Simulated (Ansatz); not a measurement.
# CaGeS3 (model cell, started as cubic perovskite with Ge in the octahedra): following an unstable mode, part 3 of 3

Which phase does CaGeS3 (model cell, started as cubic perovskite with Ge in the octahedra) fall into along its unstable mode, and how much energy does it gain?

Ansatz 0.2.0; DFT PBEsol, scalar-relativistic, plane waves, PAW; PAW set soft_1.

So far, highest frequency on the path or at a solved wavevector (cm⁻¹): step 2 (response at finite wavevector) 376. Also lowest frequency on the path (cm⁻¹): step 2 -167.

The structure was built from a prototype and need not be the compound's stable phase.

## (6) Relaxation from the frozen mode

Starting from the lowest point found, all atoms and the cell are let go, so that strain and other modes of the same symmetry can join in.

Contents of input.yaml:

```yaml
crystal:
  lattice:
    - [0.0, -4.7007771819, -4.7007771819]
    - [0.0, -4.7007771819, 4.7007771819]
    - [-9.4015543637, -4.7007771819, 0.0]
  atoms:
    - { symbol: Ca, position: [0.741764339, 0.758235661, 0.5] }
    - { symbol: Ca, position: [0.258235661, 0.241764339, 0.5] }
    - { symbol: Ca, position: [0.508235661, 0.508235661, 1.0] }
    - { symbol: Ca, position: [-0.008235661, -0.008235661, 1.0] }
    - { symbol: Ge, position: [0.3696296259, 0.875, 0.25] }
    - { symbol: Ge, position: [0.8803703741, 0.375, 0.25] }
    - { symbol: Ge, position: [0.125, 0.6196296259, 0.75] }
    - { symbol: Ge, position: [0.625, 0.1303703741, 0.75] }
    - { symbol: S, position: [0.1430786573, 0.1430786573, 0.2138426854] }
    - { symbol: S, position: [0.6069213427, 0.6069213427, 0.2861573146] }
    - { symbol: S, position: [0.8930786573, 0.8930786573, 0.7138426854] }
    - { symbol: S, position: [0.3569213427, 0.3569213427, 0.7861573146] }
    - { symbol: S, position: [0.6430786573, 0.1430786573, 0.2138426854] }
    - { symbol: S, position: [0.1069213427, 0.6069213427, 0.2861573146] }
    - { symbol: S, position: [0.3569213427, 0.8569213427, 0.7861573146] }
    - { symbol: S, position: [0.8930786573, 0.3930786573, 0.7138426854] }
    - { symbol: S, position: [0.5638192342, -0.0638192342, 0.0] }
    - { symbol: S, position: [-0.0638192342, 0.5638192342, 0.0] }
    - { symbol: S, position: [0.3138192342, 0.8138192342, 0.5] }
    - { symbol: S, position: [0.6861807658, 0.1861807658, 0.5] }
kpoints:
  mp_grid: { grid: [6, 6, 6] }
hamiltonian:
  xc: pbesol
  pseudopotentials: { kind: paw, azcp: { folder: soft_1 }, xc_functional: pbe }
scf:
  occupations: { method: methfessel_paxton, width: 0.2 }
output:
  forces: true
  stress: true
  eigenvalues: true
relax:
  adjacent_minimum: "off"
  f_tol: 0.002
  max_steps: 120
  cell: { stress_tol: 0.03 }
```

Command:

```bash
ansatz run input.yaml --threads 4 --pin off --max-ram 16384MiB --backend cpu --events-out ev --progress --plain --runs-dir out
```

Numbers of over 12 decimals in the logs are rounded to 6 here.

Log:

```text
[...]
Crystal: 20 atoms, lattice volume = 415.498 Å³
Basis set: ecut = 420 eV, 8127 PW (Γ), exchange–correlation on 90×90×144 points (8 copies of the dense FFT grid, shifted against one another)
Bands: 104, of which v1, the nominal top of the filled ones, is band 84 counted from 1 (83 counted from 0)
Symmetry: 8 space group operations
[...]
k-points: 30 of 216 (time reversal used)
[...]
SCF iter   1: F=—  HF=-34828.461043 eV  |F-HF|=—  |Δ(HF+E_count)|=         —  Δρ=4.59e-2  dr2=1.73e1  ethr=3.10e-3  ⟨swp⟩=11.0  Hψ=16235  notcnv=0
[...]
SCF iter  11: F=-34823.005146 eV  HF=-34823.005146 eV  |F-HF|=1.70e-9  |Δ(HF+E_count)|=   1.09e-8  S|Δr|=    0.00e0  Δρ=2.33e-6  dr2=3.81e-8  ethr=5.95e-11  ⟨swp⟩=17.6  Hψ=19536  notcnv=0
SCF 1 converged in 11 iterations: F = -34823.005146 eV  dr2 = 3.81e-8
[...]
relax step   1: F+E_penalty+E_count = -34823.00514628 eV  Δ(F+E_penalty+E_count) = +0.000e0 eV  max|allowed force component| = 6.038e-1 eV/Å  Δτ_max = 0.0000 Å  P = -0.685 GPa  Ω = 415.498 Å³  (11 SCF iters, dr2 threshold 1.00e-7 eV, accepted)
Crystal: 20 atoms, lattice volume = 404.729 Å³
Basis set: ecut = 420 eV, 7895 PW (Γ), exchange–correlation on 90×90×144 points (8 copies of the dense FFT grid, shifted against one another)
[...]
SCF iter   8: F=-34823.738644 eV  HF=-34823.738644 eV  |F-HF|=2.88e-7  |Δ(HF+E_count)|=   2.69e-7  S|Δr|=    0.00e0  Δρ=9.16e-6  dr2=7.73e-7  ethr=1.19e-9  ⟨swp⟩=11.9  Hψ=15675  notcnv=0
SCF 2 converged in 8 iterations: F = -34823.738644 eV  dr2 = 7.73e-7
[...]
relax step   2: F+E_penalty+E_count = -34823.73864411 eV  Δ(F+E_penalty+E_count) = -7.335e-1 eV  max|allowed force component| = 2.367e-1 eV/Å  Δτ_max = 0.1587 Å  P = +0.438 GPa  Ω = 404.729 Å³  energy of the carried Pulay correction = +1.926e-3 eV  (8 SCF iters, dr2 threshold 2.00e-6 eV, accepted)
Crystal: 20 atoms, lattice volume = 404.988 Å³
Basis set: ecut = 420 eV, 7925 PW (Γ), exchange–correlation on 90×90×144 points (8 copies of the dense FFT grid, shifted against one another)
[...]
SCF iter   9: F=-34823.794289 eV  HF=-34823.794289 eV  |F-HF|=1.59e-8  |Δ(HF+E_count)|=   2.53e-7  S|Δr|=    0.00e0  Δρ=5.64e-6  dr2=2.25e-7  ethr=1.19e-9  ⟨swp⟩=12.0  Hψ=16003  notcnv=0
SCF 3 converged in 9 iterations: F = -34823.794289 eV  dr2 = 2.25e-7
relax step   3: F+E_penalty+E_count = -34823.79428880 eV  Δ(F+E_penalty+E_count) = -5.564e-2 eV  max|allowed force component| = 5.230e-1 eV/Å  Δτ_max = 0.1670 Å  P = +0.384 GPa  Ω = 404.988 Å³  energy of the carried Pulay correction = +1.879e-3 eV  (9 SCF iters, dr2 threshold 2.00e-6 eV, accepted)
[...]
relax step   4: F+E_penalty+E_count = -34823.96358456 eV  Δ(F+E_penalty+E_count) = -1.693e-1 eV  max|allowed force component| = 6.162e-2 eV/Å  Δτ_max = 0.1051 Å  P = -0.404 GPa  Ω = 408.042 Å³  energy of the carried Pulay correction = +1.328e-3 eV  (7 SCF iters, dr2 threshold 2.00e-6 eV, accepted)
[...]
relax step   5: F+E_penalty+E_count = -34823.97758147 eV  Δ(F+E_penalty+E_count) = -1.400e-2 eV  max|allowed force component| = 5.891e-2 eV/Å  Δτ_max = 0.0683 Å  P = +0.363 GPa  Ω = 403.493 Å³  energy of the carried Pulay correction = +2.150e-3 eV  (8 SCF iters, dr2 threshold 4.68e-7 eV, accepted)
[...]
relax step   6: F+E_penalty+E_count = -34823.98090392 eV  Δ(F+E_penalty+E_count) = -3.322e-3 eV  max|allowed force component| = 4.176e-2 eV/Å  Δτ_max = 0.0151 Å  P = -0.141 GPa  Ω = 406.658 Å³  energy of the carried Pulay correction = +1.577e-3 eV  (7 SCF iters, dr2 threshold 5.43e-7 eV, accepted)
[...]
relax step   7: F+E_penalty+E_count = -34823.98310718 eV  Δ(F+E_penalty+E_count) = -2.203e-3 eV  max|allowed force component| = 2.484e-3 eV/Å  Δτ_max = 0.0047 Å  P = +0.010 GPa  Ω = 405.796 Å³  energy of the carried Pulay correction = +1.733e-3 eV  (7 SCF iters, dr2 threshold 1.60e-7 eV, accepted)
[...]
relax step   8: F+E_penalty+E_count = -34823.98320525 eV  Δ(F+E_penalty+E_count) = -9.807e-5 eV  max|allowed force component| = 3.554e-3 eV/Å  Δτ_max = 0.0013 Å  P = +0.002 GPa  Ω = 405.917 Å³  energy of the carried Pulay correction = +1.711e-3 eV  (7 SCF iters, dr2 threshold 7.23e-9 eV, accepted)
[...]
relax step   9: F+E_penalty+E_count = -34823.98324178 eV  Δ(F+E_penalty+E_count) = -3.653e-5 eV  max|allowed force component| = 4.534e-4 eV/Å  Δτ_max = 0.0027 Å  P = +0.002 GPa  Ω = 405.996 Å³  energy of the carried Pulay correction = +1.697e-3 eV  (8 SCF iters, dr2 threshold 7.89e-10 eV, accepted)
Basis set: ecut = 420 eV, 7925 PW (Γ), exchange–correlation on 96×96×144 points (8 copies of the dense FFT grid, shifted against one another)
[...]
SCF iter   6: F=-34823.982304 eV  HF=-34823.982304 eV  |F-HF|=1.46e-11  |Δ(HF+E_count)|=  2.76e-10  S|Δr|=    0.00e0  Δρ=4.85e-8  dr2=2.99e-11  ethr=1.00e-12  ⟨swp⟩=8.9  Hψ=14305  notcnv=0
SCF 10 converged in 6 iterations: F = -34823.982304 eV  dr2 = 2.99e-11
relax step  10: F+E_penalty+E_count = -34823.98230377 eV  Δ(F+E_penalty+E_count) = +9.380e-4 eV  max|allowed force component| = 5.279e-4 eV/Å  Δτ_max = 0.0000 Å  P = -0.000 GPa  Ω = 405.996 Å³  stress off target by 5.99e-3 GPa  SCF on the basis re-selected at this cell (its energy is not comparable with the rows above)  (6 SCF iters)
basis re-selected at this cell: Δ(F+E_penalty+E_count) = +9.380e-4 eV, ΔP = -0.002 GPa vs the last step (what re-selecting the basis moved, of the pressure what is left beyond the Pulay correction that the steps carried, after the strain that the cell walked since its last selection, with what the two solves' SCF thresholds leave and, on support functions, any second-order correction that the steps lacked; it is no measure of the basis error at this ecutwfc). The dense FFT grid was sized anew with the basis: this SCF ran on 48×48×72 points, the steps before it on 45×45×72, so part of this shift can come from that change (see relax.cell in the input reference). [rest of the remark cut]
SCF converged after 6 iterations
[...]
Free energy (F): -34823.982304 eV
[...]
Internal energy: -34824.013003 eV  (E = F + TS)
E sigma→0 (E₀):  -34823.989979 eV
Entropy (-TS):   0.030700 eV (1.535 meV/atom)
Fermi energy:    7.289591 eV
[...]
--- Forces (eV/Å), atoms counted from 1 ---
  atom   1  Ca    -0.00000000    -0.00000000    -0.00045187
  atom   2  Ca    -0.00000000     0.00000000     0.00045187
  atom   3  Ca     0.00000000     0.00045187     0.00000000
  atom   4  Ca     0.00000000    -0.00045187    -0.00000000
  atom   5  Ge    -0.00000000     0.00052792     0.00052792
  atom   6  Ge    -0.00000000    -0.00052792    -0.00052792
  atom   7  Ge    -0.00000000     0.00052792    -0.00052792
  atom   8  Ge     0.00000000    -0.00052792     0.00052792
  atom   9  S      0.00019627    -0.00000000    -0.00000000
  atom  10  S     -0.00024795    -0.00000000    -0.00000000
  atom  11  S      0.00024795    -0.00000000    -0.00000000
  atom  12  S     -0.00019627    -0.00000000    -0.00000000
  atom  13  S      0.00024795     0.00000000     0.00000000
  atom  14  S     -0.00019627     0.00000000     0.00000000
  atom  15  S     -0.00024795     0.00000000     0.00000000
  atom  16  S      0.00019627     0.00000000     0.00000000
  atom  17  S      0.00000000    -0.00000000    -0.00016854
  atom  18  S      0.00000000     0.00000000     0.00016854
  atom  19  S     -0.00000000    -0.00016854    -0.00000000
  atom  20  S      0.00000000     0.00016854     0.00000000
  max |Σ_I F_I| component: 4.99e-17 eV/Å
--- Stress (GPa, compression-positive) ---
       -0.005987      -0.000000      -0.000000
       -0.000000       0.002554      -0.000000
       -0.000000      -0.000000       0.002554
  P = ⅓ Tr σ = -0.0003 GPa (-0.003 kbar)
--- Band table (eV; the first three rows and the last of 30) ---
  k-point 0: bands = [... 80 lower, 6.7114, 7.0307, 7.2380, 7.2380, 7.3480, 7.7092, 9.4394, 9.4394, ... 16 higher]
  k-point 1: bands = [... 80 lower, 6.7502, 6.7918, 7.1488, 7.3287, 7.4130, 7.5245, 9.0239, 9.9485, ... 16 higher]
  k-point 2: bands = [... 80 lower, 6.7832, 7.0559, 7.1054, 7.1880, 7.3810, 7.5847, 8.7637, 9.9840, ... 16 higher]
  k-point 29: bands = [... 80 lower, 6.5535, 6.8058, 6.8460, 6.9374, 8.3738, 8.4849, 8.8971, 9.0671, ... 16 higher]
--- Relaxed structure (9 steps of the walk, 9 accepted, 1 SCFs on fresh bases) ---
  F+E_penalty+E_count = -34823.98230377 eV   max|allowed force component| = 5.279e-4 eV/Å   (the final SCF, on the basis selected at the relaxed cell)
  cell:  # Å, volume = 405.9961 Å³
    - [0, -4.770811, -4.770811]
    - [0, -4.770811, 4.770811]
    - [-8.918820, -4.770811, 0]
  atoms:
    - { symbol: Ca, position: [0.763385, 0.736615, 0.5] }
    - { symbol: Ca, position: [0.236615, 0.263385, 0.5] }
    - { symbol: Ca, position: [0.486615, 0.486615, 1.0] }
    - { symbol: Ca, position: [0.013385, 0.013385, 1.0] }
    - { symbol: Ge, position: [0.384303, 0.875000, 0.25] }
    - { symbol: Ge, position: [0.865697, 0.375000, 0.25] }
    - { symbol: Ge, position: [0.125000, 0.634303, 0.75] }
    - { symbol: Ge, position: [0.625000, 0.115697, 0.75] }
    - { symbol: S, position: [0.147698, 0.147698, 0.204603] }
    - { symbol: S, position: [0.590223, 0.590223, 0.319554] }
    - { symbol: S, position: [0.909777, 0.909777, 0.680446] }
    - { symbol: S, position: [0.352302, 0.352302, 0.795397] }
    - { symbol: S, position: [0.659777, 0.159777, 0.180446] }
    - { symbol: S, position: [0.102302, 0.602302, 0.295397] }
    - { symbol: S, position: [0.340223, 0.840223, 0.819554] }
    - { symbol: S, position: [0.897698, 0.397698, 0.704603] }
    - { symbol: S, position: [0.586121, -0.086121, -5.898699191354605e-19] }
    - { symbol: S, position: [-0.086121, 0.586121, -5.898699191354603e-19] }
    - { symbol: S, position: [0.336121, 0.836121, 0.5] }
    - { symbol: S, position: [0.663879, 0.163879, 0.5] }
```

Run time: 9.3 min. Hardware: 4 threads of Arm Neoverse V1, shared host; peak memory 1.8 GiB; 37 min of CPU time.

Relaxation path:

| step | energy less that of the first step (eV) | largest force component (eV/Å) | pressure (GPa) | volume (Å³) |
| --- | --- | --- | --- | --- |
| 1 | 0.0000 | 0.6038 | -0.68 | 415.50 |
| 2 | -0.7335 | 0.2367 | 0.44 | 404.73 |
| 3 | -0.7891 | 0.5230 | 0.38 | 404.99 |
| 4 | -0.9584 | 0.0616 | -0.40 | 408.04 |
| 5 | -0.9724 | 0.0589 | 0.36 | 403.49 |
| 6 | -0.9758 | 0.0418 | -0.14 | 406.66 |
| 7 | -0.9780 | 0.0025 | 0.01 | 405.80 |
| 8 | -0.9781 | 0.0036 | 0.00 | 405.92 |
| 9 | -0.9781 | 0.0005 | 0.00 | 406.00 |
| 10* | -0.9772 | 0.0005 | 0.00 | 406.00 |

Relaxation steps marked * repeat the geometry before them on a plane-wave basis chosen anew for their cell, so energy and pressure can jump there.

Forces are held to the 8 operations that the run works with; a distortion that breaks them can't arise in this run.

| conventional cell, symmetrised | before | after | change |
| --- | --- | --- | --- |
| a (Å) | 6.648 | 6.747 | +1.5 % |
| b (Å) | 6.648 | 6.747 | +1.5 % |
| c (Å) | 18.803 | 17.838 | -5.1 % |
| volume (Å³/atom) | 20.77 | 20.30 | -2.3 % |

The atoms that moved most (Å, as changes of fractional coordinates times the final cell):

| atom | dx | dy | dz | length |
| --- | --- | --- | --- | --- |
| S13 | 0.298 | 0.000 | 0.000 | 0.298 |
| S10 | -0.298 | 0.000 | 0.000 | 0.298 |
| S11 | 0.298 | 0.000 | 0.000 | 0.298 |
| S15 | -0.298 | 0.000 | 0.000 | 0.298 |
| S19 | 0.000 | -0.213 | 0.000 | 0.213 |
| S17 | 0.000 | 0.000 | -0.213 | 0.213 |
| S18 | 0.000 | 0.000 | 0.213 | 0.213 |
| S20 | 0.000 | 0.213 | 0.000 | 0.213 |

Final coordinates:

```xyz
20
Lattice="0.0000 -4.7708 -4.7708 0.0000 -4.7708 4.7708 -8.9188 -4.7708 0.0000" Properties=species:S:1:pos:R:3 pbc="T T T"
Ca   -4.4594   -9.5416   -0.1277
Ca   -4.4594   -4.7708    0.1277
Ca   -8.9188   -9.4139    0.0000
Ca   -8.9188   -4.8985    0.0000
Ge   -2.2297   -7.2006    2.3410
Ge   -2.2297   -7.1118   -2.3410
Ge   -6.6891   -7.2006    2.4298
Ge   -6.6891   -7.1118   -2.4298
S    -1.8248   -2.3854    0.0000
S    -2.8500   -7.1562    0.0000
S    -6.0688  -11.9270    0.0000
S    -7.0940   -7.1562    0.0000
S    -1.6094   -4.7708   -2.3854
S    -2.6346   -4.7708    2.3854
S    -7.3095   -9.5416    2.3854
S    -6.2842   -9.5416   -2.3854
S     0.0000   -2.3854   -3.2071
S     0.0000   -2.3854    3.2071
S    -4.4594   -7.9779    2.3854
S    -4.4594   -6.3345   -2.3854
```

This step gave:

```
pressure        : -2.93e-4 GPa
volume per atom : 20.30 Å³
```

The distorted start has space group I4_122; the relaxation ends in I4_122.

## (7) What came out

| Item | Value |
| --- | --- |
| unstable mode of the parent | q = (0.25, -0.5, -0.5), 167i cm⁻¹ |
| depth at the lowest point sampled | 91.9 meV/atom |
| largest atomic shift at that point | 0.6 Å |
| space group reached (within 0.01 Å) | I4_122 |
| energy gained over the parent (first relaxation, on the mesh of the frozen mode) | 141 meV/atom |
| volume per atom, phase reached | 20.3 Å³ |

Along this mode the structure falls into I4_122, 141 meV/atom below the parent. At the parent's cell the well is 91.91 meV/atom deep on the steps tried, with its lowest point at a shift of 0.6 Å. That is the last step tried, so the steps alone don't bracket the bottom of the well. Relaxing atoms and cell changes the gain by +49.11 meV/atom against the lowest step (energies at zero smearing). The modes of the phase reached were not computed on this path. Of the 6 patterns followed to their end from this parent, this one ends 40.6 meV/atom above the lowest, R-3c. Each path keeps the symmetry of its pattern, so a lower phase may lie along a pattern not tried. With no gap, or one that is small against the smearing, the frequencies hang on the k mesh and the smearing, most of all near Kohn anomalies. The PAW files were made for PBE and serve the other functionals too. The starting cell was built on a prototype and not taken from a measurement, so the phase need not exist.

[Logs are printed without paths, hosts, clocks, repeated set-up lines and the standing remarks that a program may print on its own settings, such as how far it seeks lower states.]

[Hosts, paths, dates, database ids (printed as entryN), source tags and the programs' standing remarks are cut or masked in the printed files.]
